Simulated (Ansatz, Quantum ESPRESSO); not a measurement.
## NbTe2 (P-3m1): zone-centre phonons

Wanted: the vibrations of NbTe2 (P-3m1) at Γ, by two programs.

Main program and level: Quantum ESPRESSO 7.5; DFT LDA, scalar-relativistic, plane waves, GBRV ultrasoft pseudopotentials.

Most raw output is cut from this account.

## 1. Set-up

The structure is trigonal, space group P-3m1 (No. 164). Conventional cell: a = 3.720 Å, b = 3.720 Å, c = 7.148 Å, α = 90.00°, β = 90.00°, γ = 120.00°. Nearest to Nb lie 6 Te at 2.81 Å. Te has 3 Nb at 2.81 Å nearest. Farther neighbours and most contacts between anions are not listed.

## 2. A first look

Before anything dear is run, a loose run with smearing shows whether this is a metal and how far the cell is from rest.

probe.in reads:

```
&control
   calculation = 'scf'
   prefix = 'x'
   outdir = './tmp'
   pseudo_dir = './pseudo'
   tprnfor = .true.
   tstress = .true.
   verbosity = 'high'
/
&system
   ibrav = 4
   celldm(1) = 7.03065817
   celldm(3) = 1.92133732
   nat = 3
   ntyp = 2
   ecutwfc = 40.0
   ecutrho = 240.0
   occupations = 'smearing'
   smearing = 'gaussian'
   degauss = 0.01
   nspin = 2
   starting_magnetization(1) = -0.077
/
&electrons
   conv_thr = 1.0d-07
   mixing_beta = 0.4
   electron_maxstep = 100
/
ATOMIC_SPECIES
 Nb     92.9064  Nb.upf
 Te    127.6000  Te.upf
ATOMIC_POSITIONS crystal
 Nb     0.000000000   0.000000000   0.000000000
 Te     0.666666670   0.333333330   0.745632230
 Te     0.333333330   0.666666670   0.254367770
K_POINTS automatic
 6 6 4 0 0 0
```

Run with:

```
> OMP_NUM_THREADS=1 mpirun -n 4 pw.x -nk 4 -in probe.in > probe.out
```

Wall time 13 s (4 MPI ranks of Arm Neoverse V1, shared host); 52 s of CPU time.

This step gave:

| Item | Value |
| --- | --- |
| volume per atom | 28.56 Å³ |
| pressure | -4.715 GPa |
| gap on the k-mesh | 0 eV |

No gap opens on this mesh, so smearing is kept; the start stands at -4.7 GPa.

## 3. Relaxation

The relaxation runs at a cutoff a fifth above that of the response, since stress converges more slowly with the basis than frequencies do. Forces and stress are brought to rest with tight thresholds.

relax.in reads:

```
&control
   calculation = 'vc-relax'
   prefix = 'x'
   outdir = './tmp'
   pseudo_dir = './pseudo'
   tprnfor = .true.
   tstress = .true.
   forc_conv_thr = 2.0d-05
   etot_conv_thr = 1.0d-07
   nstep = 40
/
&system
   ibrav = 4
   celldm(1) = 7.03065817
   celldm(3) = 1.92133732
   nat = 3
   ntyp = 2
   ecutwfc = 48
   ecutrho = 288.0
   occupations = 'smearing'
   smearing = 'mv'
   degauss = 0.02
/
&electrons
   conv_thr = 1.0d-11
   mixing_beta = 0.7
   electron_maxstep = 100
/
&ions
/
&cell
   press_conv_thr = 0.2
/
ATOMIC_SPECIES
 Nb     92.9064  Nb.upf
 Te    127.6000  Te.upf
ATOMIC_POSITIONS crystal
 Nb     0.000000000   0.000000000   0.000000000
 Te     0.666666670   0.333333330   0.745632230
 Te     0.333333330   0.666666670   0.254367770
K_POINTS automatic
 9 9 4 0 0 0
```

Run with:

```
> OMP_NUM_THREADS=1 mpirun -n 4 pw.x -nk 4 -in relax.in > relax.out
```

Run time: 2.6 min. Hardware: 4 MPI ranks.

Step by step:

```csv
step,energy less that of the first step (eV),largest force (eV/Å),pressure (GPa),volume (Å³)
1,0.0000,0.2853,-4.77,85.69
2,-0.0504,0.0560,-2.74,83.62
3,-0.0777,0.4338,-0.04,80.85
4,-0.0857,0.4048,0.17,80.24
5,-0.0949,0.3169,0.15,79.64
6,-0.1037,0.1850,0.05,78.83
7,-0.1090,0.0387,-0.09,77.89
8,-0.1120,0.0119,-0.16,77.47
9,-0.1174,0.0575,-0.21,76.88
10,-0.1248,0.0944,-0.22,76.14
11,-0.1340,0.1200,-0.16,75.19
12,-0.1407,0.1167,-0.01,74.09
13,-0.1422,0.0715,-0.16,74.53
14,-0.1427,0.0072,-0.04,74.66
15,-0.1427,0.0002,0.00,74.66
16,-0.1427,0.0000,0.00,74.65
17,-0.1398,0.0003,-0.04,74.65
```

```
conventional cell, symmetrised  before  after   change
                         a (Å)   3.720  3.626   -2.5 %
                         b (Å)   3.720  3.626   -2.5 %
                         c (Å)   7.148  6.555   -8.3 %
              volume (Å³/atom)   28.56  24.88  -12.9 %
```

The atoms that moved most (Å, as changes of fractional coordinates times the final cell):

```
atom     dx     dy      dz  length
 Te3  0.000  0.000   0.147   0.147
 Te2  0.000  0.000  -0.147   0.147
```

Final coordinates:

```
Nb Te
1.0
     3.62623    0.00000    0.00000
    -1.81312    3.14041    0.00000
     0.00000    0.00000    6.55521
Nb Te
1 2
Direct
  0.00000 0.00000 0.00000
  0.66667 0.33333 0.72326
  0.33333 0.66667 0.27674
```

The last row of the table of steps is pw.x's closing run on a basis chosen anew for the final cell, so its energy can jump.

This step gave:

| Item | Value |
| --- | --- |
| volume per atom | 24.88 Å³ |
| pressure | -0.03633 GPa |

The volume changes by -12.9 % from the cell with which this run began.

## 4. Ground state

The response is built on this ground state, so it is converged far tighter than an energy would need. Smearing stays on, as the first look found no gap above 0.3 eV.

scf.in reads:

```
&control
   calculation = 'scf'
   prefix = 'x'
   outdir = './tmp'
   pseudo_dir = './pseudo'
   tprnfor = .true.
   tstress = .true.
/
&system
   ibrav = 4
   celldm(1) = 6.85258146
   celldm(3) = 1.80772065
   nat = 3
   ntyp = 2
   ecutwfc = 40.0
   ecutrho = 240.0
   occupations = 'smearing'
   smearing = 'mv'
   degauss = 0.02
/
&electrons
   conv_thr = 1.0d-12
   mixing_beta = 0.7
   electron_maxstep = 100
/
ATOMIC_SPECIES
 Nb     92.9064  Nb.upf
 Te    127.6000  Te.upf
ATOMIC_POSITIONS crystal
 Nb     0.000000000   0.000000000   0.000000000
 Te     0.666666667   0.333333333   0.723264575
 Te     0.333333333   0.666666667   0.276735425
K_POINTS automatic
 9 9 4 0 0 0
```

Run with:

```
> OMP_NUM_THREADS=1 mpirun -n 4 pw.x -nk 4 -in scf.in > scf.out
```

The job ended after 11 s (4 MPI ranks).

This step gave:

* pressure: 0.01367 GPa

The cell stands at 0.014 GPa, close enough for phonons.

## 5. Zone-centre response

At q = 0 one unit cell holds all displacements; symmetry groups them into irreducible representations that are solved one by one. With smeared occupations no response to a homogeneous field can be asked.

ph.in reads:

```
phonons
&inputph
   prefix = 'x'
   outdir = './tmp'
   fildyn = 'g.dyn'
   tr2_ph = 1.0d-18
   alpha_mix(1) = 0.4
   nmix_ph = 8
/
0.000000000000 0.000000000000 0.000000000000
```

Run with:

```
> OMP_NUM_THREADS=1 mpirun -n 4 ph.x -nk 4 -in ph.in > ph.out
```

The job ended after 4.1 min (4 MPI ranks; 16 min of CPU time).

Numbers from this step:

```yaml
largest_acoustic_frequency_at_the_zone_centre_before_the_sum_rule: -5.36 cm⁻¹
highest_optical_zone_centre_mode_no_lo_to_term: 261.0 cm⁻¹
lowest_optical_zone_centre_mode: 114.0 cm⁻¹
```

The acoustic modes at Γ come out as far as 5.4 cm⁻¹ from zero, where they should vanish, a small numerical error.

## 6. Zone-centre analysis

A rigid shift of the crystal must cost nothing, but grids and finite bases break this; the acoustic sum rule is imposed before the matrix is diagonalised again.

dynmat.in reads:

```
&input
   fildyn = 'g.dyn'
   asr = 'crystal'
   fileig = 'dynmat.eig'
/
```

Run with:

```
> dynmat.x -in dynmat.in > dynmat.out
```

Elapsed: 0.45 s, on 1 thread.

Unit eigenvectors of the mass-weighted matrix after the sum rule; no LO-TO term. The modes at Γ (shares of kinetic energy by element, %):

```
mode  frequency (cm⁻¹)  symmetry  Nb %  Te %
   1               0.0  acoustic    27    73
   2               0.0  acoustic    27    73
   3               0.0  acoustic    27    73
   4             114.0        Eg     0   100
   5             114.0        Eg     0   100
   6             165.3       A1g     0   100
   7             183.6        Eu    73    27
   8             183.6        Eu    73    27
   9             261.0       A2u    73    27
```

Displacements in mode 4 (114.0 cm⁻¹), the largest set to 1:
```
Nb1  0.00  0.00  0.00
Te2 -0.23  1.00  0.00
Te3  0.23 -1.00  0.00
```

Displacements in mode 9 (261.0 cm⁻¹), the largest set to 1:
```
Nb1  0.00  0.00  1.00
Te2  0.00  0.00 -0.36
Te3  0.00  0.00 -0.36
```

The rule moves no optical mode by more than 0.1 cm⁻¹.

## 7. Sum rules set otherwise (asr no)

Without the rule the raw error of the acoustic modes shows.

dynmat.in reads:

```
&input
   fildyn = 'g.dyn'
   asr = 'no'
   fileig = 'dynmat.eig'
/
```

Run with:

```
> dynmat.x -in dynmat.in > dynmat.out
```

Wall time 0.45 s (1 thread).

Zone-centre frequencies as printed; negative means imaginary. Modes:

```
mode  frequency (cm⁻¹)
   1             -5.36
   2             -5.36
   3              -5.3
   4               114
   5               114
   6             165.3
   7             183.6
   8             183.6
   9               261
```

Against the first rule no mode moves by more than 5.4 cm⁻¹.

## 8. Sum rules set otherwise: a sum rule for molecules or wires on a crystal

This rule also removes rotations, which suits wires and not a crystal; it is tried to see the harm.

dynmat.in reads:

```
&input
   fildyn = 'g.dyn'
   asr = 'one-dim'
   fileig = 'dynmat.eig'
/
```

Run with:

```
> dynmat.x -in dynmat.in > dynmat.out
```

Elapsed: 0.45 s, on 1 thread.

The program raised no error, yet the settings are not those of a careful run.

The fault: a sum rule for molecules or wires on a crystal; 1 optical mode is projected out to zero frequency, as if it were a rotation.

For a crystal the rule has to be 'simple' or 'crystal'.

Zone-centre frequencies as printed; negative means imaginary. Modes:

```
mode  frequency (cm⁻¹)
   1                 0
   2                 0
   3                 0
   4                 0
   5               114
   6             149.9
   7             165.3
   8             183.6
   9               261
```

## 9. Cross-check with Ansatz

The same cell goes through another code, with its own cutoff. The potentials differ. Its k mesh is centred on Γ.

This step: DFT LDA, scalar-relativistic, plane waves, PseudoDojo norm-conserving pseudopotentials (Ansatz 0.2.0).

input.yaml reads:

```yaml
crystal:
  lattice:
    - [3.6262299451, 0.0, 0.0]
    - [-1.8131149716, 3.140407253, 0.0]
    - [0.0, 0.0, 6.5552107653]
  atoms:
    - { symbol: Nb, position: [0.0, 0.0, 0.0] }
    - { symbol: Te, position: [0.6666666667, 0.3333333333, 0.7232645748] }
    - { symbol: Te, position: [0.3333333333, 0.6666666667, 0.2767354252] }
kpoints:
  mp_grid: { grid: [9, 9, 4] }
hamiltonian:
  xc: lda
  pseudopotentials: { kind: nc, accuracy: standard }
scf:
  occupations: { method: cold, width: 0.27211 }
output:
  eigenvalues: true
phonons:
  method: dfpt
```

Run with:

```
> ansatz run input.yaml --threads 4 --pin off --max-ram 16384MiB --backend cpu --events-out ev --progress --plain --runs-dir out
```

Elapsed: 100 s, on 4 threads; peak memory 2.5 GiB.

Numbers from this step:

```yaml
sum_rule_residual_before_enforcement: 7.23e-5 eV/Å²
highest_optical_zone_centre_mode_no_lo_to_term: 258.2 cm⁻¹
lowest_optical_zone_centre_mode: 113.0 cm⁻¹
```

## 10. The two compared: QE GBRV and Ansatz, PseudoDojo

Worked out from the results:

```yaml
root_mean_square_difference: 2.03 cm⁻¹
largest_difference: 2.81 cm⁻¹
```

Frequencies side by side, by row:

| q (reciprocal lattice) | mode | QE GBRV (cm⁻¹) | Ansatz, PseudoDojo (cm⁻¹) |
| --- | --- | --- | --- |
| 0 0 0 | 1 | 0 | 0 |
| 0 0 0 | 2 | 0 | 0 |
| 0 0 0 | 3 | 0 | 0 |
| 0 0 0 | 4 | 114 | 113 |
| 0 0 0 | 5 | 114 | 113 |
| 0 0 0 | 6 | 165.3 | 164.1 |
| 0 0 0 | 7 | 183.6 | 181 |
| 0 0 0 | 8 | 183.6 | 181 |
| 0 0 0 | 9 | 261 | 258.2 |

At the zone centre the largest difference (acoustic modes at Γ apart) is 1 % of the highest mode.

## 11. A second program

The same cell goes through another code, with its own cutoff. It uses its own PAW datasets, so the potentials differ. Its k mesh is centred on Γ.

This step: DFT LDA, scalar-relativistic, plane waves, PAW (Ansatz 0.2.0).

Edit input.yaml of step 9 so:

```diff
@@ -13,3 +13,2 @@
   xc: lda
-  pseudopotentials: { kind: nc, accuracy: standard }
 scf:
```

The job ended after 29 s (4 threads; peak memory 0.91 GiB; 1.8 min of CPU time).

This step gave:

| Property | Result |
| --- | --- |
| sum-rule residual before enforcement | 1.53e-4 eV/Å² |
| highest optical zone-centre mode (no LO-TO term) | 258.6 cm⁻¹ |
| lowest optical zone-centre mode | 113.1 cm⁻¹ |

## 12. The two compared: QE GBRV and Ansatz, PAW

Worked out from the results:

```
root-mean-square difference : 1.88 cm⁻¹
largest difference          : 2.56 cm⁻¹
```

Frequencies side by side, by row:

```
q (reciprocal lattice)  mode  QE GBRV (cm⁻¹)  Ansatz, PAW (cm⁻¹)
                 0 0 0     1               0                   0
                 0 0 0     2               0                   0
                 0 0 0     3               0                   0
                 0 0 0     4             114               113.1
                 0 0 0     5             114               113.1
                 0 0 0     6           165.3               164.4
                 0 0 0     7           183.6                 181
                 0 0 0     8           183.6                 181
                 0 0 0     9             261               258.6
```

At the zone centre the largest difference (acoustic modes at Γ apart) is 1.0 % of the highest mode.

## 13. What came out

```yaml
space_group_after_relaxation: P-3m1
volume_per_atom: 24.9 Å³
highest_optical_zone_centre_mode_no_lo_to_term: 261.0 cm⁻¹
lowest_optical_zone_centre_mode: 114.0 cm⁻¹
imaginary_optical_modes_at_the_zone_centre_no_q_mesh_in_this_session: none
largest_difference_from_ansatz_pseudodojo: 2.81 cm⁻¹
```

In words: At the LDA level the optical modes of NbTe2 (P-3m1) at the zone centre run from 114 to 261 cm⁻¹. Of the 6 optical modes, 3 are Raman active alone and 3 are infrared active alone; inversion symmetry keeps the two sets apart. QE GBRV and Ansatz, PseudoDojo differ by 2.0 cm⁻¹ in the root mean square and by 2.8 cm⁻¹ at most, 1.1 % of the highest mode compared (acoustic modes at Γ left out); the two use different potentials, and the cell was not relaxed for the second set. QE GBRV and Ansatz, PAW differ by 1.9 cm⁻¹ in the root mean square and by 2.6 cm⁻¹ at most, 1.0 % of the highest mode compared (acoustic modes at Γ left out); the two use different potentials, and the cell was not relaxed for the second set. These are harmonic frequencies at zero temperature: anharmonic shifts and linewidths and thermal expansion are left out. Spin-orbit coupling is left out, which can matter for the heavy elements here. In a metal the frequencies hang on the k mesh and the smearing, most of all near Kohn anomalies. The LDA runs differ in the fit of the correlation energy, Perdew-Zunger in some and Perdew-Wang in others. The structure comes from a database and need not be the phase that is stable at ambient conditions.

[Host names and launcher messages were left out of these logs when they were recorded.]

[Logs are printed without paths, hosts, clocks, repeated set-up lines and the standing remarks that a program may print on its own settings, such as how far it seeks lower states.]

[Hosts, paths, dates, database ids (printed as entryN), source tags and the programs' standing remarks are cut or masked in the printed files.]
